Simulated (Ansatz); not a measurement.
# Work function of K(100): what the settings cost and change, part 2 of 2

How far do cutoff, k-mesh and smearing move the work function of K(100)?

Ansatz 0.2.0; plane-wave DFT, PBE, Ansatz PAW.

So far. Step 8 (Slab): The work function is 2.240 eV, -0.013 eV from the run “cutoff 420 eV”, at 0.43 times its CPU time.

### Step 9. Slab

input.yaml reads:

```yaml
crystal:
  lattice:
    - [5.23, 0.0, 0.0]
    - [0.0, 5.23, 0.0]
    - [0.0, 0.0, 33.69]
  atoms:
    - { symbol: K, position: [0.0, 0.0, 0.267141585] }
    - { symbol: K, position: [0.5, 0.5, 0.3447610567] }
    - { symbol: K, position: [0.0, 0.0, 0.4223805283] }
    - { symbol: K, position: [0.5, 0.5, 0.5] }
    - { symbol: K, position: [0.0, 0.0, 0.5776194717] }
    - { symbol: K, position: [0.5, 0.5, 0.6552389433] }
    - { symbol: K, position: [0.0, 0.0, 0.732858415] }
kpoints:
  mp_grid: { grid: [12, 12, 1] }
hamiltonian:
  xc: pbe
scf:
  occupations: { method: fermi_dirac, width: 0.1 }
  convergence: { dr2_threshold: 1.0e-09 }
efield:
  axis: 3
  dipole_correction: true
  ramp_position: 0.97
  ramp_width: 0.06
output:
  write_potential: true
  write_density: true
  volumetric_format: npy
```

Command:

```console
$ ansatz run input.yaml --threads 2 --pin off --max-ram 3072MiB --backend cpu --events-out ev --progress --plain --runs-dir out
```

Numbers of over 12 decimals in the logs are rounded to 6 here.

Log:

```text
[...]
Crystal: 7 atoms, lattice volume = 921.519 Å³
Basis set: ecut = 420 eV, 18073 PW (Γ)
Bands: 39, of which v1, the nominal top of the filled ones, is band 32 counted from 1 (31 counted from 0)
Symmetry: 8 space group operations
k-points: 28 of 144
[...]
k-point 1: bands = [... 28 lower, -2.0272, -1.7523, -1.3043, -0.7189, -0.0685, 0.5702, 1.1666, 1.6697, ... 3 higher]
  k-point 2: bands = [... 28 lower, -1.8963, -1.6243, -1.1809, -0.6014, 0.0423, 0.6728, 1.2321, 1.4071, ... 3 higher]
  k-point 27: bands = [... 28 lower, 0.5573, 0.5891, 0.7810, 0.7810, 0.8085, 0.9012, 0.9314, 0.9314, ... 3 higher]
[key lines of the parts left out:]
SCF converged after 8 iterations
Free energy (F): -10764.180242 eV
Fermi energy:    0.035095 eV
Dipole field:    D = -0.000000 V/Å  (p = -0.000002 e·Å, saw-weighted, corrected)
Work function:   Φ+ = 2.2538 eV   Φ− = 2.2539 eV
```

The job ended after 2.1 min (2 threads of Arm Neoverse N1, shared host; peak memory 1.4 GiB; 3.7 min of CPU time).

The work function is 2.254 eV, +0.000 eV from the run “cutoff 420 eV”, at 1.9 times its CPU time.

### Step 10. Slab

input.yaml: that of step 9 with these lines changed.

```diff
@@ -14,3 +14,3 @@
 kpoints:
-  mp_grid: { grid: [12, 12, 1] }
+  mp_grid: { grid: [8, 8, 1] }
 hamiltonian:
@@ -18,3 +18,3 @@
 scf:
-  occupations: { method: fermi_dirac, width: 0.1 }
+  occupations: { method: gaussian, width: 0.05 }
   convergence: { dr2_threshold: 1.0e-09 }
```

Log:

```text
[...]
Crystal: 7 atoms, lattice volume = 921.519 Å³
Basis set: ecut = 420 eV, 18073 PW (Γ)
Bands: 39, of which v1, the nominal top of the filled ones, is band 32 counted from 1 (31 counted from 0)
Symmetry: 8 space group operations
k-points: 15 of 64
[...]
k-point 1: bands = [... 28 lower, -2.0003, -1.7016, -1.2659, -0.6786, -0.0298, 0.6082, 1.1880, 1.5288, ... 3 higher]
  k-point 2: bands = [... 28 lower, -1.7093, -1.4170, -0.9917, -0.4182, 0.2154, 0.8350, 0.8786, 1.1294, ... 3 higher]
  k-point 14: bands = [... 28 lower, 0.5292, 0.5612, 0.7512, 0.7512, 0.8091, 0.8917, 0.9263, 0.9263, ... 3 higher]
[key lines of the parts left out:]
SCF converged after 10 iterations
Free energy (F): -10764.083864 eV
Fermi energy:    0.054245 eV
Dipole field:    D = 0.000000 V/Å  (p = 0.000000 e·Å, saw-weighted, corrected)
Work function:   Φ+ = 2.2523 eV   Φ− = 2.2523 eV
```

The job ended after 72 s (2 threads; peak memory 1.1 GiB; 2.1 min of CPU time).

The work function is 2.252 eV, -0.001 eV from the run “cutoff 420 eV”, at 1.1 times its CPU time.

### Step 11. Slab

input.yaml: that of step 10 with these lines changed.

```diff
@@ -18,3 +18,3 @@
 scf:
-  occupations: { method: gaussian, width: 0.05 }
+  occupations: { method: methfessel_paxton, width: 0.2 }
   convergence: { dr2_threshold: 1.0e-09 }
```

Log:

```text
[...]
Crystal: 7 atoms, lattice volume = 921.519 Å³
Basis set: ecut = 420 eV, 18073 PW (Γ)
Bands: 39, of which v1, the nominal top of the filled ones, is band 32 counted from 1 (31 counted from 0)
Symmetry: 8 space group operations
k-points: 15 of 64
[...]
k-point 1: bands = [... 28 lower, -1.9824, -1.6948, -1.2549, -0.6700, -0.0223, 0.6141, 1.1975, 1.5449, ... 3 higher]
  k-point 2: bands = [... 28 lower, -1.6914, -1.4102, -0.9807, -0.4095, 0.2229, 0.8410, 0.8969, 1.1367, ... 3 higher]
  k-point 14: bands = [... 28 lower, 0.5471, 0.5790, 0.7702, 0.7702, 0.8142, 0.9014, 0.9343, 0.9343, ... 3 higher]
[key lines of the parts left out:]
SCF converged after 9 iterations
Free energy (F): -10764.084795 eV
Fermi energy:    0.057243 eV
Dipole field:    D = -0.000000 V/Å  (p = -0.000000 e·Å, saw-weighted, corrected)
Work function:   Φ+ = 2.2338 eV   Φ− = 2.2339 eV
```

Wall time 68 s (2 threads); peak memory 1.1 GiB.

The work function is 2.234 eV, -0.020 eV from the run “cutoff 420 eV”, at 0.98 times its CPU time.

### Step 12. Run

input.yaml: that of step 11 with these lines changed.

```diff
@@ -18,3 +18,3 @@
 scf:
-  occupations: { method: methfessel_paxton, width: 0.2 }
+  occupations: { method: fermi_dirac, width: 0.3 }
   convergence: { dr2_threshold: 1.0e-09 }
```

Log:

```text
band count auto-derived: 50 (N_el = 63.0; filled up to band 32; 39 by the electrons, moments and atoms)
[...]
Crystal: 7 atoms, lattice volume = 921.519 Å³
Basis set: ecut = 420 eV, 18073 PW (Γ)
Bands: 50, of which v1, the nominal top of the filled ones, is band 32 counted from 1 (31 counted from 0)
Symmetry: 8 space group operations
k-points: 15 of 64
[...]
k-point 1: bands = [... 28 lower, -2.0287, -1.7523, -1.3033, -0.7155, -0.0630, 0.5736, 1.1620, 1.4997, ... 14 higher]
  k-point 2: bands = [... 28 lower, -1.7376, -1.4677, -1.0292, -0.4550, 0.1823, 0.8003, 0.8507, 1.0793, ... 14 higher]
  k-point 14: bands = [... 28 lower, 0.5022, 0.5323, 0.7240, 0.7240, 0.7548, 0.8480, 0.8758, 0.8758, ... 14 higher]
[key lines of the parts left out:]
SCF converged after 9 iterations
Free energy (F): -10764.935807 eV
Fermi energy:    -0.076479 eV
Dipole field:    D = -0.000000 V/Å  (p = -0.000001 e·Å, saw-weighted, corrected)
Work function:   Φ+ = 2.4477 eV   Φ− = 2.4478 eV
```

Run time: 92 s. Hardware: 2 threads; peak memory 1.3 GiB.

The work function is 2.448 eV, +0.194 eV from the run “cutoff 420 eV”, at 1.4 times its CPU time.

### Step 13. Slab

input.yaml: that of step 12 with these lines changed.

```diff
@@ -18,3 +18,3 @@
 scf:
-  occupations: { method: fermi_dirac, width: 0.3 }
+  occupations: { method: cold, width: 0.1 }
   convergence: { dr2_threshold: 1.0e-09 }
```

Log:

```text
[...]
Crystal: 7 atoms, lattice volume = 921.519 Å³
Basis set: ecut = 420 eV, 18073 PW (Γ)
Bands: 39, of which v1, the nominal top of the filled ones, is band 32 counted from 1 (31 counted from 0)
Symmetry: 8 space group operations
k-points: 15 of 64
[...]
k-point 1: bands = [... 28 lower, -1.9953, -1.7002, -1.2636, -0.6765, -0.0280, 0.6095, 1.1906, 1.5333, ... 3 higher]
  k-point 2: bands = [... 28 lower, -1.7044, -1.4156, -0.9894, -0.4160, 0.2172, 0.8364, 0.8837, 1.1310, ... 3 higher]
  k-point 14: bands = [... 28 lower, 0.5341, 0.5662, 0.7566, 0.7566, 0.8100, 0.8940, 0.9281, 0.9281, ... 3 higher]
[key lines of the parts left out:]
SCF converged after 10 iterations
Free energy (F): -10764.082166 eV
Fermi energy:    0.058408 eV
Dipole field:    D = 0.000000 V/Å  (p = 0.000000 e·Å, saw-weighted, corrected)
Work function:   Φ+ = 2.2444 eV   Φ− = 2.2444 eV
```

Run time: 73 s. Hardware: 2 threads; peak memory 1.1 GiB.

The work function is 2.244 eV, -0.009 eV from the run “cutoff 420 eV”, at 1.1 times its CPU time.

### Step 14. Comparing the runs

Times are for 2 threads of Arm Neoverse N1, shared host. The series side by side:

| no. | setting | work function, upper face (eV) | time | memory (GiB) |
| --- | --- | --- | --- | --- |
| 1 | cutoff 200 eV | 2.269 | 26 s | 0.52 |
| 2 | cutoff 300 eV | 2.254 | 42 s | 0.77 |
| 3 | cutoff 420 eV | 2.254 | 67 s | 1.1 |
| 4 | cutoff 600 eV | 2.254 | 2 min | 1.8 |
| 5 | mesh 1x1 | 3.002 | 9 s | 0.51 |
| 6 | mesh 3x3 | 2.293 | 20 s | 0.75 |
| 7 | mesh 5x5 | 2.240 | 37 s | 0.86 |
| 8 | mesh 12x12 | 2.254 | 2.1 min | 1.4 |
| 9 | Gaussian smearing 0.05 eV | 2.252 | 72 s | 1.1 |
| 10 | methfessel_paxton smearing 0.2 eV | 2.234 | 68 s | 1.1 |
| 11 | fermi_dirac smearing 0.3 eV | 2.448 | 92 s | 1.3 |
| 12 | cold smearing 0.1 eV | 2.244 | 73 s | 1.1 |

### Step 15. Varying the input

An input spoilt on purpose, to show how the run answers: it repeats the earlier run “cutoff 200 eV” with efield.ramp_position from 0.97 to 0.475, and scf.max_iter set to 50; its output block differs too.

input.yaml: that of step 13 with these lines changed.

```diff
@@ -18,4 +18,5 @@
 scf:
-  occupations: { method: cold, width: 0.1 }
+  occupations: { method: fermi_dirac, width: 0.1 }
   convergence: { dr2_threshold: 1.0e-09 }
+  max_iter: 50
 efield:
@@ -23,4 +24,6 @@
   dipole_correction: true
-  ramp_position: 0.97
+  ramp_position: 0.475
   ramp_width: 0.06
+basis:
+  ecutwfc: "200 eV"
 output:
```

Log:

```text
Warning: basis.ecutwfc = 200 eV is below the records' recommended 420 eV, and the density's cutoff is lower with it unless basis.ecutrho_ratio is high enough to keep the records' density cutoff: compare with a run at a higher cutoff
Engine: ansatz 0.2.0, aarch64-unknown-linux-gnu
Pseudopotentials: kind: paw
Pseudopotential: K, paw, valence charge 9, recommended cutoff 420 eV (normal), K.paw.azcp
Functional definition: PBE
  parameter kappa = 0.804
  parameter beta = 0.066725
  exchange = pbe_x(kappa = kappa, mu = beta*pi^2/3)
  correlation = pbe_c(beta = beta)
Crystal: 7 atoms, lattice volume = 921.519 Å³
Basis set: ecut = 200 eV, 5893 PW (Γ)
Bands: 39, of which v1, the nominal top of the filled ones, is band 32 counted from 1 (31 counted from 0)
Symmetry: 8 space group operations
k-points: 15 of 64
Non-local potential: K, projectors of the file, l = 0: 3, l = 1: 2, l = 2: 2
PAW form: soft (Blöchl's): semilocal exchange-correlation on the pseudo side does not see the compensation charge
PAW one-centre angular grid: K, 110 points (default); XC on 64 Gauss nodes
Initial density: superposition of atomic densities (neutral atoms: chi_scale 0, normalization atom), corrected by the library's trained network
Initial wavefunctions: pseudopotential atomic-orbital guess
Functional: x = pbe(κ = 0.804, μ = 0.219515), c = pbe(β = 0.066725)
Error: efield: ion 3 (K) at fractional coordinate 0.5000 along the field axis lies inside the sawtooth ramp with 2 of the planes that the density is read on at each end, [0.4625, 0.5475] — the ramp must sit in vacuum (an ion there feels the fictitious reversed slope); set or move the ramp (efield.ramp_position / ramp_width) or move the geometry
```

Wall time 0.49 s (2 threads); peak memory 0.29 GiB.

The input was rejected at the start.

The program's message: “Error: efield: ion 3 (K) at fractional coordinate 0.5000 along the field axis lies inside the sawtooth ramp with 2 of the planes that the density is read on at each end, [0.4625, 0.5475] — the ramp mu …”

The fault put into the input: the ramp among the atoms.

### Step 16. Summary of results

- work function, cutoff 420 eV: 2.254 eV
- work function, cutoff 600 eV: 2.254 eV
- work function, mesh 1x1: 3.002 eV
- work function, methfessel_paxton smearing 0.2 eV: 2.234 eV

**Reading.** The run at the highest cutoff gives 2.25 eV, and the settings tried spread the value from 2.23 to 3.00 eV. Against 600 eV, a cutoff of 200 eV is off by +0.015 eV. Against 600 eV, a cutoff of 420 eV is off by -0.001 eV. Against the finest mesh, 12 points along a, the coarser ones are off by +0.75 (1), +0.04 (3) and -0.01 (5) eV. The smearing schemes and widths spread it over 0.21 eV. The ladder's slabs use the tabulated experimental lattice constant (two decimals; a low-temperature value for the alkali metals).

[Logs are printed without paths, hosts, clocks, repeated set-up lines and the standing remarks that a program may print on its own settings, such as how far it seeks lower states.]

[Hosts, paths, dates, database ids (printed as entryN), source tags and the programs' standing remarks are cut or masked in the printed files.]

[Maps of the electrostatic potential energy from Ansatz leave out the sawtooth potential of an applied field or a dipole correction, so their vacuum need not be flat; planar profiles and work functions include it.]
